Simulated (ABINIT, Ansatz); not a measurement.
# BaHCl (P4/nmm): one start, several treatments of the self-energy, part 2 of 2

Aim: compare treatments of exchange, screening and correlation for the gap of BaHCl (P4/nmm).

ABINIT 10.8.3; LDA and many-body steps on it, plane waves. Known limits of the many-body steps: not at the basis limit; no spin-orbit coupling; coarse k mesh.

So far. Step 5 (G0W0, von der Linden-Horsch plasmon pole): Against G0W0 in ABINIT (4×4×2 mesh, 168 bands, screening to 141.5 eV, Godby-Needs plasmon pole), the gap moves by +0.103 eV. Step 6 (G0W0, Hybertsen-Louie plasmon pole): Against G0W0 in ABINIT (4×4×2 mesh, 168 bands, screening to 141.5 eV, Godby-Needs plasmon pole), the gap moves by +0.105 eV.

## (7) One-shot Hartree-Fock

This step: one-shot Hartree-Fock on LDA, plane waves, norm-conserving pseudopotentials.

Contents of run.abi:

```
acell 3*1.0 Angstrom
rprim 
  4.408000000000 0.000000000000 0.000000000000
  0.000000000000 4.408000000000 0.000000000000
  0.000000000000 0.000000000000 7.202000000000
ntypat 3
znucl 56 1 17
natom 6
typat 1 1 2 2 3 3
xred 
  0.000000000000 0.500000000000 0.215000000000
  0.500000000000 0.000000000000 0.785000000000
  0.000000000000 0.000000000000 0.000000000000
  0.500000000000 0.500000000000 0.000000000000
  0.000000000000 0.500000000000 0.650000000000
  0.500000000000 0.000000000000 0.350000000000
pp_dirpath "pseudos"
pseudos "Ba.upf, H.upf, Cl.upf"
ecut 31
ngkpt 4 4 2
nshiftk 1
shiftk 0 0 0
kptopt 1
chksymbreak 0
istwfk *1
occopt 1
irdwfk 1
optdriver 4
nband 22
gwcalctyp 5
ecutsigx 31
symsigma 1
nkptgw 2
kptgw 
  0.0000000000 0.0000000000 0.5000000000
  0.0000000000 0.0000000000 0.0000000000
bdgw 
  17 20
  17 20
ixc_sigma 40
fftgw 31
indata_prefix "in"
outdata_prefix "out"
tmpdata_prefix "tmp"
```

Started as:

```
> OMP_NUM_THREADS=1 mpirun -n 4 abinit run.abi > log
```

Numbers of over 12 decimals in the logs are rounded to 6 here.

Output:

```text
.Version 10.8.3 of ABINIT. v10.8.2 released Aug 2026.

 Symmetries : space group P4/n m m (#129); Bravais tP (primitive tetrag.)
[... echo of the input left out ...]
== DATASET  1 ==================================================================
-   mpi_nproc: 4, omp_nthreads: 1 (-1 if OMP is not activated)

--- !DatasetInfo
iteration_state: {dtset: 1, }
dimensions: {natom: 6, nkpt: 12, mband: 22, nsppol: 1, nspinor: 1, nspden: 1, mpw: 7826, }
cutoff_energies: {ecut:  31.0, pawecutdg:  -1.0, }
[...]
Band     E0 <VxcDFT>   SigX SigC(E0)      Z dSigC/dE  Sig(E)    E-E0       E
[...]
19   6.476  -9.161  -4.489   0.000   1.000   0.000  -4.489   4.672  11.149
       20   7.056  -9.871  -5.041   0.000   1.000   0.000  -5.041   4.829  11.886

== END DATASET(S) ==============================================================
================================================================================

 -outvars: echo values of variables after computation  --------
           etotal      0.0000000000E+00
            nband          22
             nkpt          12
          spgroup         129
 [... the other variables as echoed above ...]

 Calculation completed.
```

It took 6 s on 4 MPI ranks of Intel Xeon 6975P-C (Granite Rapids), shared host; peak memory 0.87 GiB.

Numbers from this step:

```
quasiparticle gap on the points computed              : 10.65 eV
starting gap on the mesh                              : 3.002 eV
k of the valence top                                  : 0, 0, 0
k of the conduction bottom                            : 0, 0, 0.5
least direct quasiparticle gap on the computed points : 10.69 eV
```

Against G0W0 in ABINIT (4×4×2 mesh, 168 bands, screening to 141.5 eV, Godby-Needs plasmon pole), the gap moves by +5.470 eV.

## (8) Screening, 4×4×2 mesh, 168 bands, screening to 141.5 eV

This step: RPA screening on LDA, plane waves, norm-conserving pseudopotentials.

Changes to run.abi since step 7:

```diff
@@ -27,16 +27,14 @@
 irdwfk 1
-optdriver 4
-nband 22
-gwcalctyp 5
-ecutsigx 31
-symsigma 1
-nkptgw 2
-kptgw 
-  0.0000000000 0.0000000000 0.5000000000
-  0.0000000000 0.0000000000 0.0000000000
-bdgw 
-  17 20
-  17 20
-ixc_sigma 40
-fftgw 31
+optdriver 3
+nband 168
+ecuteps 5.2
+inclvkb 2
+awtr 1
+symchi 1
+gwcalctyp 2
+nfreqre 16
+freqremax 40 eV
+nfreqim 8
+spmeth 1
+nomegasf 120
 indata_prefix "in"
```

Output:

```text
.Version 10.8.3 of ABINIT. v10.8.2 released Aug 2026.

 Symmetries : space group P4/n m m (#129); Bravais tP (primitive tetrag.)
[... echo of the input left out ...]
== DATASET  1 ==================================================================
-   mpi_nproc: 4, omp_nthreads: 1 (-1 if OMP is not activated)

--- !DatasetInfo
iteration_state: {dtset: 1, }
dimensions: {natom: 6, nkpt: 12, mband: 168, nsppol: 1, nspinor: 1, nspden: 1, mpw: 7826, }
cutoff_energies: {ecut:  31.0, pawecutdg:  -1.0, }
electrons: {nelect:   3.60000000E+01, charge:   0.00000000E+00, occopt:   1.00000000E+00, tsmear:   1.00000000E-02, }

 SCREENING: Calculation of the susceptibility and dielectric matrices

 Based on a program developped by R.W. Godby, V. Olevano, G. Onida, and L. Reining.
 Incorporated in ABINIT by V. Olevano, G.-M. Rignanese, and M. Torrent.
.Using double precision arithmetic ; gwpc =  8

[... cell and pseudopotentials left out ...]
--------------------------------------------------------------------------------

 ==== K-mesh for the wavefunctions ====
 Number of points in the irreducible wedge :    12
[... list of points left out ...]
 Together with 16 symmetry operations and time-reversal symmetry
 yields    32 points in the full Brillouin Zone.

 ==== Q-mesh for the screening function ====
 Number of points in the irreducible wedge :    12
[... list of points left out ...]
 Together with 16 symmetry operations and time-reversal symmetry
 yields    32 points in the full Brillouin Zone.

 setmesh: FFT mesh size selected  =    30x   30x   48
          total number of points  =        43200

 vcoul_init : cutoff-mode = AUXILIARY_FUNCTION
 q-points for optical limit:   1
     1)      0.000010    0.000020    0.000030

- screening: taking advantage of time-reversal symmetry
- Maximum band index for partially occupied states nbvw = 18
- Remaining bands to be divided among processors   nbcw = 150
- Number of bands treated by each node ~37

 Number of electrons calculated from density =   36.0000; Expected =   36.0000
 average of density, n =  0.038121
 r_s =    1.8432
 omega_plasma =   18.8339 [eV]

 calculating chi0 at frequencies [eV] :
  1    0.000000E+00    0.000000E+00
  2    2.666667E+00    0.000000E+00
  3    5.333333E+00    0.000000E+00
[...]
23    0.000000E+00    4.796668E+01
 24    0.000000E+00    6.753761E+01

--------------------------------------------------------------------------------
  q-point number  1        q = ( 0.000000, 0.000000, 0.000000) [r.l.u.]
--------------------------------------------------------------------------------
[... chi0 elements left out ...]
  [... further frequencies ...]

 No. of calculated frequencies >  15, stop printing
 For q-point:  0.000010 0.000020 0.000030
  dielectric constant =   3.5989
  dielectric constant without local fields =   4.1697

  Average fulfillment of the sum rule on Im[epsilon] for q-point    1 :     81.06  [%]
[... wings left out ...]
  q-point number  2        q = ( 0.250000, 0.000000, 0.000000) [r.l.u.]
--------------------------------------------------------------------------------
[... chi0 elements left out ...]
  [... further frequencies ...]

 No. of calculated frequencies >  15, stop printing
  Average fulfillment of the sum rule on Im[epsilon] for q-point    2 :     88.09  [%]

 [... 10 further q-points ...]
```

Elapsed: 13 min, on 4 MPI ranks; peak memory 3.9 GiB.

Numbers from this step:

* ε∞ with local fields, on this mesh, along the program's q direction: 3.599
* the same without local fields: 4.170
* plasma frequency: 18.83 eV
* plane waves in the screening matrix: 513

## (9) G0W0, contour deformation

This step: G0W0 on LDA, plane waves, norm-conserving pseudopotentials.

Changes to run.abi since step 8:

```diff
@@ -27,14 +27,17 @@
 irdwfk 1
-optdriver 3
+optdriver 4
 nband 168
+gwcalctyp 2
+ecutsigx 31
+symsigma 1
+nkptgw 2
+kptgw 
+  0.0000000000 0.0000000000 0.5000000000
+  0.0000000000 0.0000000000 0.0000000000
+bdgw 
+  17 20
+  17 20
 ecuteps 5.2
-inclvkb 2
-awtr 1
-symchi 1
-gwcalctyp 2
-nfreqre 16
-freqremax 40 eV
-nfreqim 8
-spmeth 1
-nomegasf 120
+irdscr 1
+gwmem 01
 indata_prefix "in"
```

Output:

```text
.Version 10.8.3 of ABINIT. v10.8.2 released Aug 2026.

 Symmetries : space group P4/n m m (#129); Bravais tP (primitive tetrag.)
[... echo of the input left out ...]
== DATASET  1 ==================================================================
-   mpi_nproc: 4, omp_nthreads: 1 (-1 if OMP is not activated)

--- !DatasetInfo
iteration_state: {dtset: 1, }
dimensions: {natom: 6, nkpt: 12, mband: 168, nsppol: 1, nspinor: 1, nspden: 1, mpw: 7826, }
cutoff_energies: {ecut:  31.0, pawecutdg:  -1.0, }
[...]
Band     E0 <VxcDFT>   SigX SigC(E0)      Z dSigC/dE  Sig(E)    E-E0       E
[...]
20   7.056  -9.871  -5.041  -3.515   0.817  -0.225  -8.798   1.073   8.129
       20   0.000   0.000   0.000  -0.000   0.000   0.000  -0.000  -0.000  -0.000

== END DATASET(S) ==============================================================
================================================================================

 -outvars: echo values of variables after computation  --------
           etotal      0.0000000000E+00
            nband         168
             nkpt          12
          spgroup         129
 [... the other variables as echoed above ...]

 Calculation completed.
```

Elapsed: 59 s, on 4 MPI ranks; peak memory 2.4 GiB.

This step gave:

- G0W0 gap on the points computed: 5.124 eV
- starting gap on the mesh: 3.002 eV
- k of the valence top: 0, 0, 0.5
- k of the conduction bottom: 0, 0, 0.5
- least direct G0W0 gap on the computed points: 5.124 eV

Against G0W0 in ABINIT (4×4×2 mesh, 168 bands, screening to 141.5 eV, Godby-Needs plasmon pole), the gap moves by −0.059 eV.

## (10) Side by side

Times are wall times on 4 MPI ranks of Intel Xeon 6975P-C (Granite Rapids), shared host, good to a factor of about two. A run's time includes the screening step that it read.

| run | mesh | bands | screening cutoff (eV) | DFT gap (eV) | gap on the mesh (eV) | direct (eV) | ε∞ used | time |
| --- | --- | --- | --- | --- | --- | --- | --- | --- |
| G0W0, Godby-Needs plasmon pole | 4×4×2 | 168 | 141.5 | 3.002 | 5.183 | 5.183 | 3.59 | 5.1 min |
| G0W0, von der Linden-Horsch plasmon pole | 4×4×2 | 168 | 141.5 | 3.002 | 5.286 | 5.286 | 3.59 | 4.8 min |
| G0W0, Hybertsen-Louie plasmon pole | 4×4×2 | 168 | 141.5 | 3.002 | 5.288 | 5.288 | 3.59 | 5.2 min |
| one-shot Hartree-Fock | 4×4×2 | - | - | 3.002 | 10.653 | 10.692 | - | 6 s |
| G0W0, contour deformation | 4×4×2 | 168 | 141.5 | 3.002 | 5.124 | 5.124 | 3.60 | 14 min |

## (11) What came out

| Item | Value |
| --- | --- |
| G0W0, Godby-Needs plasmon pole | 5.183 eV |
| G0W0, von der Linden-Horsch plasmon pole | 5.286 eV |
| G0W0, Hybertsen-Louie plasmon pole | 5.288 eV |
| one-shot Hartree-Fock | 10.653 eV |
| G0W0, contour deformation | 5.124 eV |
| known limits | not at the basis limit; no spin-orbit coupling; coarse k mesh |

**Reading.** G0W0, von der Linden-Horsch plasmon pole: +0.103 eV against G0W0, Godby-Needs plasmon pole. G0W0, Hybertsen-Louie plasmon pole: +0.105 eV against G0W0, Godby-Needs plasmon pole. One-shot Hartree-Fock: +5.470 eV against G0W0, Godby-Needs plasmon pole. G0W0, contour deformation: −0.059 eV against G0W0, Godby-Needs plasmon pole. Bare exchange alone opens the gap to 10.65 eV; against G0W0, correlation takes back 5.47 eV. Bands and cutoff are finite, so the gap is not at the basis limit. The miss can reach some tenths of an eV and take either sign; the mesh is an error of its own. In the first G0W0 run levels were corrected at 2 k points alone, so a gap called «on the mesh» is the least over those, and an edge elsewhere would be missed. The 4×4×2 mesh is coarse for this cell, which bears on the long-range parts of exchange and screening. The many-body steps are scalar-relativistic: spin-orbit coupling is not in them.

[Paths, hosts, dates, memory and timing lines, banners, echoed tables and standing remarks are left out of the program output.]

[Logs are printed without paths, hosts, clocks, repeated set-up lines and the standing remarks that a program may print on its own settings, such as how far it seeks lower states.]

[Runs of the session that timed out or met a known fault of the program may be left out.]

[No measured gap is set beside runs whose start may be inverted or whose files or cutoffs have a known fault.]

[Hosts, paths, dates, database ids (printed as entryN), source tags and the programs' standing remarks are cut or masked in the printed files.]

[G0W0 gaps are taken among the corrected bands and points alone; a level outside them can change the order at an edge.]

[Where Ansatz stands beside ABINIT at settings called matched, ABINIT's density can come from a denser mesh and the files from another edition; pairs whose starting gaps differed by over 0.03 eV were left out, so agreement reads better than it is.]
